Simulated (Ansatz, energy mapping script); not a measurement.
# Spin model of MnF2 from collinear orders, part 2 of 2

Wanted: the magnetic order of MnF2, its couplings and an estimate of its ordering temperature, by HSE06.

HSE06; plane waves, collinear spin, no spin–orbit coupling.

So far. Step 6 (Order 5: compensated +−, cell B of 6 atoms): The run ends antiferromagnetic, 23.01 meV a magnetic atom below the parallel order of its cell. Step 7 (Order 6: parallel, cell C of 12 atoms): The run ends ferromagnetic. For each magnetic atom its energy differs from the parallel run of the first cell by -0.01 meV, an error that one common reference would have brought in.

**8. Compensated +−+− start in cell C (12 atoms)**

This order reverses 2 of the 2 neighbours at 3.31 Å, 4 of the 8 neighbours at 3.82 Å and 4 of the 4 neighbours at 4.87 Å, counted for an average magnetic atom.

input.yaml reads:

```yaml
crystal:
  lattice:
    - [0.0, -4.8738, -3.3107]
    - [0.0, 4.8738, -3.3107]
    - [4.8738, 0.0, 3.3107]
  atoms:
    - { symbol: Mn, position: [0.5, 0.5, 0.0], spin: 4.5 }
    - { symbol: Mn, position: [0.0, 0.0, 0.0], spin: -4.5 }
    - { symbol: Mn, position: [0.25, 0.75, 0.5], spin: 4.5 }
    - { symbol: Mn, position: [0.75, 0.25, 0.5], spin: -4.5 }
    - { symbol: F, position: [0.5, 0.8053, 0.3053] }
    - { symbol: F, position: [0.0, 0.3053, 0.3053] }
    - { symbol: F, position: [0.9447, 0.75, 0.1947] }
    - { symbol: F, position: [0.4447, 0.25, 0.1947] }
    - { symbol: F, position: [0.5, 0.1947, 0.6947] }
    - { symbol: F, position: [0.0, 0.6947, 0.6947] }
    - { symbol: F, position: [0.5553, 0.75, 0.8053] }
    - { symbol: F, position: [0.0553, 0.25, 0.8053] }
magnetization:
  spin_polarized: true
kpoints:
  mp_grid: { grid: [5, 5, 5] }
hamiltonian:
  xc: hse06
scf:
  occupations: { method: fermi_dirac, width: 0.05 }
output:
  eigenvalues: true
```

On the command line:

```bash
$ ansatz run input.yaml --threads 8 --pin off --max-ram 61440MiB --backend cuda --events-out ev --progress --plain --runs-dir out
```

Numbers of over 12 decimals in the logs are rounded to 6 here.

The program printed:

```text
[...]
Crystal: 12 atoms, lattice volume = 157.284 Å³
Basis set: ecut = 420 eV, 3031 PW (Γ)
Bands: 81, of which v1, the nominal top of the filled ones, is band 58 counted from 1 (57 counted from 0)
Symmetry: 8 space group operations
[...]
k-points: 18 of 125 (time reversal used)
[...]
Starting moments: Σ|m| = 18 μB on 4 of 12 sites
[...]
Internal energy: -22069.174025 eV  (E = F + TS)
E sigma→0 (E₀):  -22069.174025 eV
Fermi energy:    7.250515 eV
[...]
--- Band table (eV; the first three rows and the last of 36) ---
  k-point 0 ↑: bands = [... 54 lower, 3.9245, 4.3788, 4.3788, 4.8359, 9.4375, 11.3528, 11.5738]
  k-point 1 ↑: bands = [... 54 lower, 3.9311, 4.2757, 4.4767, 4.8704, 9.8862, 11.3722, 11.5280]
  k-point 2 ↑: bands = [... 54 lower, 3.9807, 4.1016, 4.6827, 4.8428, 10.9687, 11.4047, 11.4920]
  k-point 17 ↓: bands = [... 54 lower, 4.0782, 4.1978, 4.3891, 4.5252, 11.4649, 11.4856, 11.5798]
[key lines of the parts left out:]
Free energy (F): -22069.174025 eV
```

Run time: 11 s. Hardware: 1 × NVIDIA GB200 with 8 threads of Arm Neoverse V2, shared host; peak memory 2.3 GiB.

The run ends antiferromagnetic, 11.60 meV a magnetic atom below the parallel order of its cell.

**9. Run 8 (uncompensated +++−; cell C, 12 atoms)**

This order reverses 1 of the 2 neighbours at 3.31 Å, 4 of the 8 neighbours at 3.82 Å and 2 of the 4 neighbours at 4.87 Å, counted for an average magnetic atom.

Changes to input.yaml since step 8:

```diff
@@ -7,3 +7,3 @@
     - { symbol: Mn, position: [0.5, 0.5, 0.0], spin: 4.5 }
-    - { symbol: Mn, position: [0.0, 0.0, 0.0], spin: -4.5 }
+    - { symbol: Mn, position: [0.0, 0.0, 0.0], spin: 4.5 }
     - { symbol: Mn, position: [0.25, 0.75, 0.5], spin: 4.5 }
```

The program printed:

```text
[...]
Crystal: 12 atoms, lattice volume = 157.284 Å³
Basis set: ecut = 420 eV, 3031 PW (Γ)
Bands: 81, of which v1, the nominal top of the filled ones, is band 58 counted from 1 (57 counted from 0)
Symmetry: 8 space group operations
[...]
k-points: 27 of 125
[...]
Starting moments: Σ|m| = 18 μB on 4 of 12 sites
[...]
Internal energy: -22069.173803 eV  (E = F + TS)
E sigma→0 (E₀):  -22069.173803 eV
Fermi energy:    7.222538 eV
[...]
--- Band table (eV; the first three rows and the last of 54) ---
  k-point 0 ↑: bands = [... 54 lower, 3.0845, 3.3063, 3.5291, 3.6776, 3.9788, 4.4063, 4.4784]
  k-point 1 ↑: bands = [... 54 lower, 3.2243, 3.2962, 3.5187, 3.6586, 4.0992, 4.1321, 4.6886]
  k-point 2 ↑: bands = [... 54 lower, 3.3083, 3.3534, 3.4925, 3.6130, 3.9259, 4.4173, 4.6611]
  k-point 26 ↓: bands = [... 54 lower, 11.4353, 11.4416, 11.5857, 11.6579, 11.6921, 11.7065]
[key lines of the parts left out:]
Free energy (F): -22069.173803 eV
```

Run time: 13 s. Hardware: 1 × NVIDIA GB200 with 8 threads; peak memory 2.4 GiB; 30 s of CPU time.

The run ends ferrimagnetic, 11.54 meV a magnetic atom below the parallel order of its cell.

**10. Parallel start in cell D (12 atoms)**

The parallel order again, as the reference for this cell.

This run holds the same structure in another cell (a 5.892 → 3.311 Å, b 5.892 → 4.874 Å, c 5.892 → 9.748 Å, α 108.4 → 90.0°, β 108.4 → 90.0°, γ 111.6 → 90.0°).

input.yaml reads:

```yaml
crystal:
  lattice:
    - [0.0, 0.0, 3.3107]
    - [4.8738, 0.0, 0.0]
    - [0.0, 9.7476, 0.0]
  atoms:
    - { symbol: Mn, position: [0.0, 0.0, 0.0], spin: 4.5 }
    - { symbol: Mn, position: [0.0, 0.0, 0.5], spin: 4.5 }
    - { symbol: Mn, position: [0.5, 0.5, 0.25], spin: 4.5 }
    - { symbol: Mn, position: [0.5, 0.5, 0.75], spin: 4.5 }
    - { symbol: F, position: [0.0, 0.3053, 0.15265] }
    - { symbol: F, position: [0.0, 0.3053, 0.65265] }
    - { symbol: F, position: [0.5, 0.1947, 0.40265] }
    - { symbol: F, position: [0.5, 0.1947, 0.90265] }
    - { symbol: F, position: [0.0, 0.6947, 0.34735] }
    - { symbol: F, position: [0.0, 0.6947, 0.84735] }
    - { symbol: F, position: [0.5, 0.8053, 0.09735] }
    - { symbol: F, position: [0.5, 0.8053, 0.59735] }
magnetization:
  spin_polarized: true
kpoints:
  mp_grid: { grid: [7, 5, 3] }
hamiltonian:
  xc: hse06
scf:
  occupations: { method: fermi_dirac, width: 0.05 }
output:
  eigenvalues: true
```

The program printed:

```text
[...]
Crystal: 12 atoms, lattice volume = 157.284 Å³
Basis set: ecut = 420 eV, 3075 PW (Γ)
Bands: 81, of which v1, the nominal top of the filled ones, is band 58 counted from 1 (57 counted from 0)
Symmetry: 16 space group operations
[...]
k-points: 24 of 105
[...]
Starting moments: Σ|m| = 18 μB on 4 of 12 sites
[...]
Internal energy: -22069.127622 eV  (E = F + TS)
E sigma→0 (E₀):  -22069.127622 eV
Fermi energy:    7.231319 eV
[...]
--- Band table (eV; the first three rows and the last of 48) ---
  k-point 0 ↑: bands = [... 54 lower, 2.9476, 3.0959, 3.0959, 3.2994, 3.2994, 3.3340, 3.7132]
  k-point 1 ↑: bands = [... 54 lower, 2.9892, 3.0277, 3.0574, 3.0777, 3.4670, 3.5065, 3.6608]
  k-point 2 ↑: bands = [... 54 lower, 2.9686, 3.0233, 3.0233, 3.3268, 3.3268, 3.5313, 3.6407]
  k-point 23 ↓: bands = [... 54 lower, 11.6871, 11.7378, 11.8309, 11.9302, 11.9352, 11.9915]
[key lines of the parts left out:]
Free energy (F): -22069.127622 eV
```

Elapsed: 12 s, on 1 × NVIDIA GB200 with 8 threads; peak memory 2.9 GiB.

The run ends ferromagnetic. For each magnetic atom its energy differs from the parallel run of the first cell by 0.00 meV, an error that one common reference would have brought in.

**11. Order 10: compensated +−+−, cell D of 12 atoms**

This order reverses 0 of the 2 neighbours at 3.31 Å, 4 of the 8 neighbours at 3.82 Å and 2 of the 4 neighbours at 4.87 Å, counted for an average magnetic atom.

Changes to input.yaml since step 10:

```diff
@@ -7,5 +7,5 @@
     - { symbol: Mn, position: [0.0, 0.0, 0.0], spin: 4.5 }
-    - { symbol: Mn, position: [0.0, 0.0, 0.5], spin: 4.5 }
+    - { symbol: Mn, position: [0.0, 0.0, 0.5], spin: -4.5 }
     - { symbol: Mn, position: [0.5, 0.5, 0.25], spin: 4.5 }
-    - { symbol: Mn, position: [0.5, 0.5, 0.75], spin: 4.5 }
+    - { symbol: Mn, position: [0.5, 0.5, 0.75], spin: -4.5 }
     - { symbol: F, position: [0.0, 0.3053, 0.15265] }
```

The program printed:

```text
[...]
Crystal: 12 atoms, lattice volume = 157.284 Å³
Basis set: ecut = 420 eV, 3075 PW (Γ)
Bands: 81, of which v1, the nominal top of the filled ones, is band 58 counted from 1 (57 counted from 0)
Symmetry: 4 space group operations
[...]
k-points: 24 of 105 (time reversal used)
[...]
Starting moments: Σ|m| = 18 μB on 4 of 12 sites
[...]
Internal energy: -22069.175031 eV  (E = F + TS)
E sigma→0 (E₀):  -22069.175031 eV
Fermi energy:    7.238409 eV
[...]
--- Band table (eV; the first three rows and the last of 48) ---
  k-point 0 ↑: bands = [... 54 lower, 3.8732, 4.6787, 4.6890, 4.9362, 9.4255, 11.0731, 11.1500]
  k-point 1 ↑: bands = [... 54 lower, 3.8828, 4.6792, 4.6879, 4.9318, 9.7137, 10.6185, 11.0977]
  k-point 2 ↑: bands = [... 54 lower, 3.9544, 4.6816, 4.6845, 4.7989, 9.8725, 11.1071, 11.2015]
  k-point 23 ↓: bands = [... 54 lower, 3.7863, 3.7936, 4.6651, 4.7244, 11.3771, 11.3909, 11.6368]
[key lines of the parts left out:]
Free energy (F): -22069.175031 eV
```

It took 12 s on 1 × NVIDIA GB200 with 8 threads; peak memory 2.9 GiB.

The run ends antiferromagnetic, 11.85 meV a magnetic atom below the parallel order of its cell.

**12. From energies to couplings**

Each energy difference is a sum of couplings weighted by the pairs that the order reverses. A few near shells are fitted to the differences by least squares. Energies are those extrapolated to zero occupation width, not the free energies F.

Energies from the parallel order of the same cell:

| order | atoms | energy (meV a magnetic atom) | moments (μB) | moments kept as typed | opposed neighbours at 3.31, 3.82, 4.87 Å |
| --- | --- | --- | --- | --- | --- |
| parallel in cell A | 12 | 0.00 | 4.28 | yes | 0, 0, 0 |
| compensated +−+− in cell A | 12 | -11.83 | 4.27 | yes | 2, 4, 2 |
| uncompensated +++− in cell A | 12 | -11.67 | 4.26 to 4.28 | yes | 1, 4, 1 |
| parallel in cell B | 6 | 0.00 | 4.28 | yes | 0, 0, 0 |
| compensated +− in cell B | 6 | -23.01 | 4.27 | yes | 0, 8, 0 |
| parallel in cell C | 12 | 0.00 | 4.28 | yes | 0, 0, 0 |
| compensated +−+− in cell C | 12 | -11.60 | 4.27 | yes | 2, 4, 4 |
| uncompensated +++− in cell C | 12 | -11.54 | 4.27 to 4.28 | yes | 1, 4, 2 |
| parallel in cell D | 12 | 0.00 | 4.28 | yes | 0, 0, 0 |
| compensated +−+− in cell D | 12 | -11.85 | 4.27 | yes | 0, 4, 2 |

Couplings from the energies, with E = −Σ J e·e over ordered pairs:

| pair | distance (Å) | neighbours | J (meV) |
| --- | --- | --- | --- |
| Mn–Mn | 3.31 | 2 | 0.00576 |
| Mn–Mn | 3.82 | 8 | -1.44 |
| Mn–Mn | 4.87 | 4 | -0.0141 |
| Mn–Mn | 5.89 | 8 | -0.0364 |

These orders cannot tell some unfitted shells from fitted ones: the value at 3.31 Å holds J(3.31) − 4 J(7.65), the value at 3.82 Å holds J(3.82) + J(6.04), the value at 4.87 Å holds J(4.87) + 4 J(7.65) and the value at 5.89 Å holds J(5.89) + J(6.89); other unfitted shells add to the values wholly or in part. No temperature is drawn.

**13. Against another level**

The first set of orders, under PBEsol+U (4 eV), took 23 s of wall time summed over its finished orders (seed run apart), these 1.8 min.

```csv
quantity,this set,first set
"J at 3.31 Å, meV",0.00576,0.172
"J at 3.82 Å, meV",-1.44,-1.16
"J at 4.87 Å, meV",-0.0141,-0.0191
"J at 5.89 Å, meV",-0.0364,-0.0380
```

The coupling that led in the first set goes from -1.16 to -1.44 meV.

**14. Summary of results**

| Item | Value |
| --- | --- |
| lowest order tried | compensated +− in cell B |
| largest fitted value (a combination of shells), Mn–Mn at 3.82 Å | -1.44 meV |

Of the orders tried, MnF2 prefers the order “compensated +− in cell B” under HSE06, with 0 of 2 neighbours at 3.31 Å, 8 of 8 neighbours at 3.82 Å and 0 of 4 neighbours at 4.87 Å opposed. The coupling at 3.82 Å is 1.2 times that of the first set, at 4.7 times the wall time. The largest fitted value is -1.4 meV, at 3.82 Å. It is a combination of shells that these orders cannot split, so neither its size nor its sign can be laid on that pair alone. The orders also reverse pairs at 6.04 Å, which are not fitted, so the fitted values hold their part too. No fitted order reverses the pairs at 6.62 Å, so their coupling is unknown and is set to zero in the model. The 6 differences hold only 4 independent equations for a pair model, so the fit of 4 couplings has none to spare and its small miss tests the pair form alone. In the fitted orders moments change by up to 0.29 % against the parallel run of the same cell, so their size stays put. With a near shell that the orders cannot separate, no temperature is given.

[Logs and program files are shortened in this print: banners, set-up blocks, solver, clock and traceback lines can be left out without a mark of their own.]

[Logs are printed without paths, hosts, clocks, repeated set-up lines and the standing remarks that a program may print on its own settings, such as how far it seeks lower states.]

[Hosts, paths, dates, database ids (printed as entryN), source tags and the programs' standing remarks are cut or masked in the printed files.]

[Where a cell is said to come from a database of computed structures, the database is the Materials Project.]
